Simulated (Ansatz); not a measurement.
# GeH6CBr3N (CH3NH3GeBr3): band gap by G0W0 on PBEsol, part 3 of 3

How far does one-shot GW move the PBEsol gap of GeH6CBr3N (CH3NH3GeBr3)?

Ansatz 0.2.0; PBEsol, then G0W0 on it, plane waves, PAW. Known limits of the many-body steps: finite bands, screening cutoff and k mesh; no spin-orbit coupling in G0W0.

So far. Step 2 (Bands along the symmetry lines): Over mesh and path the gap is 1.036 eV, direct, at k = (0.500, 0.500, 0.500). Step 3 (One-shot GW): Over 12 of 36 irreducible mesh points the G0W0 gap is 1.947 eV, direct, at k = (-0.500, -0.500, -0.500). The PBEsol gap of this run on the mesh is 1.036 eV. The two states that bound the G0W0 gap lie that far apart at the start, so the correction of the gap is 1.947 − 1.036 = +0.911 eV.

The structure was built from a prototype and need not be the compound's stable phase.

In doubt: masses and optical values from hybrid runs of this build are listed as unsure (in some of the runs), which bears on the screening that GW takes from such a start.

## (4) Spin-orbit coupling in PBEsol

This run has two-component orbitals with spin-orbit coupling.

This step: DFT, PBEsol with spin-orbit coupling, plane waves, PAW.

input.yaml

```yaml
crystal:
  lattice:
    - [5.5491456038, 0.3690801251, 0.0019814122]
    - [0.3690801251, 5.6436113835, -0.0495487783]
    - [0.0019814122, -0.0495487783, 5.5496881284]
  atoms:
    - { symbol: C, position: [0.9285284086, 0.9118907512, 1.0034534507] }
    - { symbol: "N", position: [0.0831890171, 0.1048511975, -0.0030436593] }
    - { symbol: H, position: [1.0461709627, 0.7402467279, 1.005384829] }
    - { symbol: H, position: [0.1931807646, 1.0898222514, 0.8435747825] }
    - { symbol: H, position: [0.8127927411, -0.0781405628, 0.8427623118] }
    - { symbol: H, position: [-0.0230126089, 0.2699994338, -0.0052505469] }
    - { symbol: H, position: [0.8160787674, -0.0660614239, 0.1669512405] }
    - { symbol: H, position: [0.195510254, 1.1009130436, 0.1477181839] }
    - { symbol: Ge, position: [0.5126670865, 0.5108398649, 0.4790207983] }
    - { symbol: Br, position: [0.5190946355, 0.474484955, 0.0186309937] }
    - { symbol: Br, position: [0.4386024672, -0.0291984139, 0.4964633399] }
    - { symbol: Br, position: [-0.0332494532, 0.4695164188, 0.5040208673] }
kpoints:
  mp_grid: { grid: [4, 4, 4] }
  band_path:
    path: [[0.0, 0.0, 0.0], [0.5, 0.0, 0.0], [0.5, 0.5, 0.0], [0.5, 0.5, 0.5]]
    npoints: 1
hamiltonian:
  xc: pbesol
scf:
  occupations: { method: fermi_dirac, width: 0.02 }
  n_extra_bands: 16
magnetization:
  noncollinear: true
  spin_orbit: true
output:
  eigenvalues: true
```

Command:

```console
$ ansatz run input.yaml --threads 3 --pin off --max-ram 92160MiB --backend cuda --events-out ev --progress --plain --runs-dir out --devices 1 --max-vram 13GiB  # rebuilt from the run's record
```

Numbers of over 12 decimals in the logs are rounded to 6 here.

The log of the run:

```text
[...]
GPUs: using 1 of 1 available (devices: 1).
[...]
non-collinear run that drives no moment, with spin-orbit: no starting moment large enough to seed its density (crystal.atoms[].spin), no starting occupations that ask for one, no magnetisation constraint and no magnetic field, so the semilocal B_xc is pinned to zero
[...]
GPU FFT provider: cuFFT
GPU libraries: cuBLAS 13.8.2, cuFFT 12.4.0, cuSOLVER 12.3.4
Crystal: 12 atoms, lattice volume = 173.031 Å³
Basis set: ecut = 420 eV, 3387 PW (Γ)
Bands: 66, of which v1, the nominal top of the filled ones, is band 50 counted from 1 (49 counted from 0)
Symmetry: 1 space group operations + 1 with time reversal
[...]
k-points: 36 of 64 (time reversal used)
Projection manifold: j_resolved (fully-relativistic pseudo-atomic orbitals)
[...]
GPU buffer pool allocated for 64000 grid points (all kernels)
[...]
SCF iter   1: F=—  HF=-13191.522073 eV  |F-HF|=—  |Δ(HF+E_count)|=         —  Δρ=7.19e-2  dr2=9.17e0  dr2_m=0.00e0 (ungated)  ethr=3.10e-3  |M|=0.00e0 ∫|m|=0.00e0 μB  |m|>n=0.0e0 m-floor=0.0e0 τ_xc=0.0e0  β_m=0.30  ⟨swp⟩=8.2  Hψ=12293  notcnv=0  defer=85
[...]
spin=Noncollinear: Resta preconditioning applied to the charge; magnetization (m_x, m_y, m_z) channels mix plain (no charge-response kernel on spin).
SCF iter   2: F=—  HF=-13189.661915 eV  |F-HF|=—  |Δ(HF+E_count)|=    1.86e0  Δρ=4.70e-2  dr2=3.62e0  dr2_m=0.00e0 (ungated)  ethr=3.10e-3  |M|=0.00e0 ∫|m|=0.00e0 μB  |m|>n=0.0e0 m-floor=0.0e0 τ_xc=0.0e0  β_m=0.54  ⟨swp⟩=2.8  Hψ=4182  notcnv=0  defer=382
[...]
SCF iter  10: F=-13188.479798 eV  HF=-13188.479798 eV  |F-HF|=2.08e-8  |Δ(HF+E_count)|=   9.94e-8  Δρ=2.20e-6  dr2=1.43e-8  dr2_m=0.00e0 (ungated)  ethr=2.00e-10  |M|=0.00e0 ∫|m|=0.00e0 μB  |m|>n=0.0e0 m-floor=0.0e0 τ_xc=0.0e0  ⟨swp⟩=15.1  Hψ=11006  notcnv=0
SCF 1 converged in 10 iterations: F = -13188.479798 eV  dr2 = 1.43e-8
[...]
concurrent solve slots: 2 of 3 are kept, ahead of what memory takes: no pass of the eigensolver takes more rounds on 2
[...]
SCF converged after 10 iterations
Magnetization: |M| = 0.0000 μB,  M = (+0.0000, +0.0000, +0.0000) μB
Absolute magnetization: 0.0000 μB (∫|m|)
  site 0: m = (+0.0000, +0.0000, +0.0000) μB, |m| = 0.0000 μB  (R = 0.45 Å)
  site 1: m = (+0.0000, +0.0000, +0.0000) μB, |m| = 0.0000 μB  (R = 0.43 Å)
  site 2: m = (+0.0000, +0.0000, +0.0000) μB, |m| = 0.0000 μB  (R = 0.45 Å)
  site 3: m = (+0.0000, +0.0000, +0.0000) μB, |m| = 0.0000 μB  (R = 0.43 Å)
  site 4: m = (+0.0000, +0.0000, +0.0000) μB, |m| = 0.0000 μB  (R = 0.45 Å)
  site 5: m = (+0.0000, +0.0000, +0.0000) μB, |m| = 0.0000 μB  (R = 0.43 Å)
  site 6: m = (+0.0000, +0.0000, +0.0000) μB, |m| = 0.0000 μB  (R = 0.45 Å)
  site 7: m = (+0.0000, +0.0000, +0.0000) μB, |m| = 0.0000 μB  (R = 0.43 Å)
  site 8: m = (+0.0000, +0.0000, +0.0000) μB, |m| = 0.0000 μB  (R = 1.04 Å)
  site 9: m = (+0.0000, +0.0000, +0.0000) μB, |m| = 0.0000 μB  (R = 1.06 Å)
  site 10: m = (+0.0000, +0.0000, +0.0000) μB, |m| = 0.0000 μB  (R = 0.99 Å)
  site 11: m = (+0.0000, +0.0000, +0.0000) μB, |m| = 0.0000 μB  (R = 1.04 Å)
Free energy (F): -13188.479798 eV
[...]
Internal energy: -13188.479798 eV  (E = F + TS)
E sigma→0 (E₀):  -13188.479798 eV
Fermi energy:    4.112062 eV
[...]
--- Band table (eV; the first three rows and the last of 36) ---
  k-point 0: bands = [... 46 lower, 1.4246, 1.4246, 1.6548, 1.6548, 6.9132, 6.9132, 7.5570, 7.5570, ... 12 higher]
  k-point 1: bands = [... 46 lower, 1.4063, 1.5489, 1.6475, 1.6751, 7.1099, 7.1773, 7.4315, 7.4683, ... 12 higher]
  k-point 2: bands = [... 46 lower, 1.5427, 1.5427, 2.0468, 2.0468, 5.5458, 5.5458, 7.4183, 7.4183, ... 12 higher]
  k-point 35: bands = [... 46 lower, 1.8662, 1.8662, 3.6161, 3.6161, 4.6080, 4.6080, 4.7952, 4.7952, ... 12 higher]
```

Elapsed: 11 s, on 1 × NVIDIA H100 80GB HBM3 (shared by 6 runs) with 3 threads of AMD EPYC 7R13 (Zen 3), shared host; peak memory 1 GiB.

This step gave:

| Property | Result |
| --- | --- |
| gap | 0.9919 eV |
| valence top at | R |
| conduction bottom at | R |
| least direct gap | 0.9919 eV |

Over mesh and listed points the gap is 0.992 eV, direct, at k = (0.500, 0.500, 0.500). PBEsol+SOC against PBEsol: 0.992 − 1.036 = −0.044 eV, with the same mesh, set of files (read in its fully relativistic form for the spin-orbit run) and cutoff, and both edges at the same k points. The spin-orbit run sees mesh and listed points alone, so its gap is an upper bound: the coupling can move an edge off these points, the more so as this crystal has no centre of inversion, and the change over the zone, its sign included where it is small, is not known.

## (5) The runs together

Each gap is the least one over the points named; times are wall times on shared hosts, not benchmarks. A G0W0 time includes the run's own self-consistent start. Runs with listed points see these and the mesh alone, so an edge that moves elsewhere is missed. Rows marked * are further runs, not shown as steps, whose inputs differ from the G0W0 step on the same start in the columns given; solver thresholds can differ too. Symmetry makes (0.500, 0.500, 0.500) and (-0.500, -0.500, -0.500) one point.

```
       level   mesh       files, cutoff  bands summed, screening                            points  gap (eV)               valence top         conduction bottom  least direct gap (eV)     time
      PBEsol  4×4×4  soft_2 PAW, 420 eV                        -                     mesh and path     1.036     (0.500, 0.500, 0.500)     (0.500, 0.500, 0.500)                  1.036     17 s
  PBEsol+SOC  4×4×4  soft_2 PAW, 420 eV                        -            mesh and listed points     0.992     (0.500, 0.500, 0.500)     (0.500, 0.500, 0.500)                  0.992     11 s
G0W0@PBEsol*  4×4×4  soft_2 PAW, 420 eV               207, 60 eV  12 of 36 irreducible mesh points     1.704  (-0.500, -0.500, -0.500)  (-0.500, -0.500, -0.500)                  1.704     34 s
 G0W0@PBEsol  4×4×4  soft_2 PAW, 420 eV              746, 150 eV  12 of 36 irreducible mesh points     1.947  (-0.500, -0.500, -0.500)  (-0.500, -0.500, -0.500)                  1.947  3.3 min
```

## (6) What came out

```json
{"PBEsol gap over mesh and path": "1.036 eV, direct, at k = (0.500, 0.500, 0.500)", "G0W0@PBEsol gap over 12 of 36 irreducible mesh points": "1.947 eV, direct, at k = (-0.500, -0.500, -0.500)", "PBEsol+SOC gap over mesh and listed points": "0.992 eV", "GW settings": "4×4×4 mesh, 721 empty bands, screening to 150 eV", "known limits": "finite bands, screening cutoff and k mesh; no spin-orbit coupling in G0W0"}
```

What this shows: Over 12 of 36 irreducible mesh points the G0W0 gap is 1.947 eV, direct, at k = (-0.500, -0.500, -0.500). The PBEsol gap of this run on the mesh is 1.036 eV. The two states that bound the G0W0 gap lie that far apart at the start, so the correction of the gap is 1.947 − 1.036 = +0.911 eV. The valence state moves by 3.009 − 3.597 = −0.588 eV and the conduction state by 4.956 − 4.633 = +0.323 eV, on the run's own scale; with 207 bands the edge states move by −0.055 and +0.613 eV, so the split between the edges depends on the bands and cutoff. Both edges that PBEsol shows over mesh and path lie at k points where levels were corrected. Levels at other points were not corrected, so a lower G0W0 gap elsewhere in the zone is not ruled out. From 207 bands and 60 eV to 746 bands and 150 eV the gap moves by 1.947 − 1.704 = +0.243 eV; bands and screening cutoff rise together, so their parts are not told apart. Two runs can't test a law of convergence, so the limit is not known. G0W0 on other starts in this series, not shown as steps and not all at these settings: 2.232 eV on HSE06 (4×4×4, soft_2 PAW, 360 bands, 90 eV). PBEsol+SOC against PBEsol: 0.992 − 1.036 = −0.044 eV, with the same mesh, set of files (read in its fully relativistic form for the spin-orbit run) and cutoff, and both edges at the same k points. The spin-orbit run sees mesh and listed points alone, so its gap is an upper bound: the coupling can move an edge off these points, the more so as this crystal has no centre of inversion, and the change over the zone, its sign included where it is small, is not known. What spin-orbit coupling does to the G0W0 levels was not computed, so no sum with the G0W0 gap is formed. For the G0W0 step: the program marks 19 of the 96 corrected levels as in doubt (energies apart, Σc rises), neither edge state among them. The G0W0 runs are scalar-relativistic. No pair of G0W0 runs that differ in the mesh alone is shown (4×4×4 is a supercell whose nearest images lie 22 Å apart), so the error from the mesh is not known here. G0W0 is shown with one set of atomic data (soft_2 PAW), so the error from the files is not known here.

[Paths, hosts, dates, memory and timing lines, banners, echoed tables and standing remarks are left out of the program output.]

[Logs are printed without paths, hosts, clocks, repeated set-up lines and the standing remarks that a program may print on its own settings, such as how far it seeks lower states.]

[Runs of the session that timed out or met a known fault of the program may be left out.]

[Cells called generated may have been cut or substituted from an entry of the Crystallography Open Database or the Materials Project.]

[Hosts, paths, dates, database ids (printed as entryN), source tags and the programs' standing remarks are cut or masked in the printed files.]

[Where an RPA ε∞ is given, it is that of the G0W0 mesh and is not shown converged in it. Names of k-points follow the symmetry that the program found, which can be lower than the space group named. Band edges on a path are those of the sampled points; other points can move an edge, and change direct to indirect where valleys lie close.]

[Hybrid gaps are those of their k-mesh and are not shown converged in it.]
